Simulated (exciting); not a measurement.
**Core excitons at the La L₃ edge of CsLaS2**

Wanted: the near-edge spectrum and the bound core excitons at the La L₃ edge of CsLaS2.

Method: X-ray absorption, core-level Bethe-Salpeter equation, exchange and statically screened direct term, Tamm-Dancoff, all-electron LAPW+lo LDA, in exciting sodium.

**1. The starting structure**

The structure is trigonal, space group R-3m (No. 166). The conventional cell has a = 4.332 Å, b = 4.332 Å, c = 24.302 Å, α = 90.00°, β = 90.00°, γ = 120.00°. Nearest to La lie 6 S at 2.93 Å. Nearest to Cs lie 6 S at 3.56 Å. Nearest to S lie 3 La at 2.93 Å and 3 Cs at 3.56 Å. Farther neighbours and most contacts between anions are not listed.

Structure file:

```cif
data_structure
_symmetry_space_group_name_H-M 'P 1'
_symmetry_Int_Tables_number 1
_cell_length_a 8.4780
_cell_length_b 8.4780
_cell_length_c 8.4780
_cell_angle_alpha 29.605
_cell_angle_beta 29.605
_cell_angle_gamma 29.605
_cell_volume 131.65
loop_
_atom_site_label
_atom_site_type_symbol
_atom_site_fract_x
_atom_site_fract_y
_atom_site_fract_z
_atom_site_occupancy
La1 La 0.50000 0.50000 0.50000 1
Cs2 Cs 0.00000 0.00000 0.00000 1
S3 S 0.77091 0.77091 0.77091 1
S4 S 0.22909 0.22909 0.22909 1
```

Differences between curves are given as r.m.s. difference over r.m.s. height.

**2. Ground state**

The species files are the program's own, with muffin-tin radii set in the input.

Contents of input.xml:

```
<input>
  <title>CsLaS2</title>
  <structure speciespath="." autormt="false" epslat="1.0e-5">
    <crystal>
      <basevect>4.0931101409 2.3631582417 15.3080037591</basevect>
      <basevect>-4.0931101409 2.3631582417 15.3080037591</basevect>
      <basevect>0.0000000000 -4.7263164834 15.3080037591</basevect>
    </crystal>
    <species speciesfile="La.xml" rmt="2.464">
      <atom coord="0.5000000000 0.5000000000 0.5000000000"/>
    </species>
    <species speciesfile="Cs.xml" rmt="2.464">
      <atom coord="0.0000000000 0.0000000000 0.0000000000"/>
    </species>
    <species speciesfile="S.xml" rmt="2.300">
      <atom coord="0.7709144900 0.7709144900 0.7709144900"/>
      <atom coord="0.2290855100 0.2290855100 0.2290855100"/>
    </species>
  </structure>
  <groundstate do="fromscratch" xctype="LDA_PW" ngridk="3 3 3" rgkmax="7" gmaxvr="14" nempty="8" swidth="0.001" maxscl="100" epsengy="1e-5"/>
</input>
```

On the command line:

```bash
$ OMP_NUM_THREADS=1 mpirun -n 4 exciting
```

What it wrote:

```text
EXCITING SODIUM started
********************************************************************************
* Ground-state run starting from atomic densities                              *
********************************************************************************
+ Starting initialization                                                      +
 Lattice vectors (cartesian) :
      4.0931101409      2.3631582417     15.3080037591
     -4.0931101409      2.3631582417     15.3080037591
      0.0000000000     -4.7263164834     15.3080037591
 Reciprocal lattice vectors (cartesian) :
      0.7675319123      0.4431347562      0.1368169969
     -0.7675319123      0.4431347562      0.1368169969
     -0.0000000000     -0.8862695123      0.1368169969
 Unit cell volume                           :     888.4153334408
 Brillouin zone volume                      :       0.2792052367
 Species :    1 (La)
     parameters loaded from                 :    La.xml
     name                                   :    lanthanum
     nuclear charge                         :     -57.00000000
     electronic charge                      :      57.00000000
     atomic mass                            :  253209.23640000
     muffin-tin radius                      :       2.46400000
     # of radial points in muffin-tin       :     600
     atomic positions (lattice) :
       1 :   0.00000000  0.00000000  0.00000000
 Species :    2 (Cs)
     parameters loaded from                 :    Cs.xml
     name                                   :    caesium
     nuclear charge                         :     -55.00000000
     electronic charge                      :      55.00000000
     atomic mass                            :  242271.81440000
     muffin-tin radius                      :       2.46400000
     # of radial points in muffin-tin       :     600
     atomic positions (lattice) :
       1 :   0.50000000  0.50000000  0.50000000
 Species :    3 (S)
     parameters loaded from                 :    S.xml
     name                                   :    sulphur
     nuclear charge                         :     -16.00000000
     electronic charge                      :      16.00000000
     atomic mass                            :   58452.74216000
     muffin-tin radius                      :       2.30000000
     # of radial points in muffin-tin       :     300
     atomic positions (lattice) :
       1 :   0.27091449  0.27091449  0.27091449
       2 :   0.72908551  0.72908551  0.72908551
 Total number of atoms per unit cell        :       4
 Spin treatment                             :    spin-unpolarised
 Number of Bravais lattice symmetries       :      12
 Number of crystal symmetries               :      12
 k-point grid                               :       3    3    3
 Total number of k-points                   :       6
 k-point set is reduced with crystal symmetries
 R^MT_min * |G+k|_max (rgkmax)              :       7.00000000
 Species with R^MT_min                      :       3 (S)
 Maximum |G+k| for APW functions            :       3.04347826
 Maximum |G| for potential and density      :      14.00000000
 G-vector grid sizes                        :      72    72    72
 Total number of G-vectors                  :   41157
 Maximum angular momentum used for
     APW functions                          :       8
     computing H and O matrix elements      :       8
     potential and density                  :       8
     inner part of muffin-tin               :       2
 Total nuclear charge                       :    -144.00000000
 Total electronic charge                    :     144.00000000
 Total core charge                          :     102.00000000
 Total valence charge                       :      42.00000000
 Number of empty states                     :       8
 Total number of valence states             :      30
 Maximum Hamiltonian size                   :     463
 Maximum number of plane-waves              :     427
 Total number of local-orbitals             :      36
 Exchange-correlation type                  :       3
     Perdew-Wang, Phys. Rev. B 45, 13244 (1992)
 Smearing scheme                            :    Gaussian
 Smearing width                             :       0.00100000
 Using multisecant Broyden potential mixing
+ Ending initialization                                                        +
********************************************************************************
* Groundstate module started                                                   *
********************************************************************************
 Output level for this task is set to normal
+ Self-consistent loop started                                                 +
 Density and potential initialised from atomic data
+ SCF iteration number :    1                                                  +
 Total energy                               :    -17071.10272253
 _______________________________________________________________
 Fermi energy                               :         0.14287471
 Kinetic energy                             :     18170.95242358
 Coulomb energy                             :    -34808.74445482
 Exchange energy                            :      -419.97979022
 Correlation energy                         :       -13.33090106
 DOS at Fermi energy (states/Ha/cell)       :         0.00000000
 Electron charges :
     core                                   :       102.00000000
     core leakage                           :         0.00154898
     valence                                :        42.00000000
     interstitial                           :         8.01535848
     charge in muffin-tin spheres :
                  atom     1    La          :        53.59698051
                  atom     2    Cs          :        52.11688791
                  atom     3     S          :        15.13538655
                  atom     4     S          :        15.13538655
     total charge in muffin-tins            :       135.98464152
     total charge                           :       144.00000000
 Estimated fundamental gap                  :         0.13116420
        valence-band maximum at    1      0.0000  0.0000  0.0000
     conduction-band minimum at    6      0.6667  0.3333  0.3333
[... further iterations ...]
| Convergence targets achieved. Performing final SCF iteration                 +
 Total energy                               :    -17071.75220743
 _______________________________________________________________
 Fermi energy                               :         0.17445081
 Kinetic energy                             :     18169.95467306
 Coulomb energy                             :    -34808.56825018
 Exchange energy                            :      -419.81728612
 Correlation energy                         :       -13.32134419
 DOS at Fermi energy (states/Ha/cell)       :         0.00000000
 Electron charges :
     core                                   :       102.00000000
     core leakage                           :         0.00155978
     valence                                :        42.00000000
     interstitial                           :         8.45893089
     charge in muffin-tin spheres :
                  atom     1    La          :        53.70756114
                  atom     2    Cs          :        52.22466607
                  atom     3     S          :        14.80442095
                  atom     4     S          :        14.80442095
     total charge in muffin-tins            :       135.54106911
     total charge                           :       144.00000000
 Estimated fundamental gap                  :         0.09306911
        valence-band maximum at    1      0.0000  0.0000  0.0000
     conduction-band minimum at    6      0.6667  0.3333  0.3333
+ Self-consistent loop stopped                                                 +
 STATE.OUT is written
********************************************************************************
* Groundstate module stopped                                                   *
********************************************************************************
 Total time spent (seconds)                 :       105.80
- CAUTION! Warnings have been written in file WARNING.OUT !                    -
| EXCITING SODIUM stopped                                                      =
```

Run time: 1.8 min. Hardware: 4 MPI ranks of Intel Xeon at 2.50GHz (Skylake/Cascade Lake), shared host.

The warnings file holds hints only, no warning.

The mesh shows a gap of 2.53 eV. Core levels (Dirac, from the valence top):

```
atom  level  energy (eV)
  La  2p3/2      -5387.4
  La  3s1/2      -1307.8
  La  3p1/2      -1160.9
  La  3p3/2      -1080.5
  La  3d3/2       -822.4
  La  3d5/2       -805.1
  La  4s1/2       -257.0
  La  4p1/2       -203.0
  La  4p3/2       -185.8
  La  4d3/2        -97.1
  La  4d5/2        -94.1
```

**3. A richer basis for the empty states**

Each species file gets more local orbitals, built from u and its energy derivative at 0.15 Ha and u at 0.9 Ha.

input.xml is that of step 2.

Contents of SPECIES.xml, added lines:

```
<lo l="L">  <!-- L = 0, 1, 2, and 3 from Cs on -->
  <wf matchingOrder="0" trialEnergy="0.1500" searchE="false"/>
  <wf matchingOrder="1" trialEnergy="0.1500" searchE="false"/>
  <wf matchingOrder="0" trialEnergy="0.9000" searchE="false"/>
</lo>
```

On the command line:

```bash
$ OMP_NUM_THREADS=1 mpirun -n 4 exciting
```

What it wrote:

```text
EXCITING SODIUM started
********************************************************************************
* Ground-state run starting from atomic densities                              *
********************************************************************************
+ Starting initialization                                                      +
[... lattice and species ...]
 Spin treatment                             :    spin-unpolarised
 Number of Bravais lattice symmetries       :      12
[...]
+ Self-consistent loop stopped                                                 +
 STATE.OUT is written
********************************************************************************
* Groundstate module stopped                                                   *
********************************************************************************
 Total time spent (seconds)                 :        99.49
- CAUTION! Warnings have been written in file WARNING.OUT !                    -
| EXCITING SODIUM stopped                                                      =
[key lines of the parts left out:]
Total energy                               :    -17071.75372568
Fermi energy                               :         0.17460831
```

Elapsed: 1.7 min, on 4 MPI ranks.

Against the first ground state the total energy moves by -10 meV an atom and the gap by 0.00 eV.

[end of part 1 of 3]

[Banner, clock and machine lines of the logs are left out without a mark of their own.]

[Logs are printed without paths, hosts, clocks, repeated set-up lines and the standing remarks that a program may print on its own settings, such as how far it seeks lower states.]

[Hosts, paths, dates, database ids (printed as entryN), source tags and the programs' standing remarks are cut or masked in the printed files.]
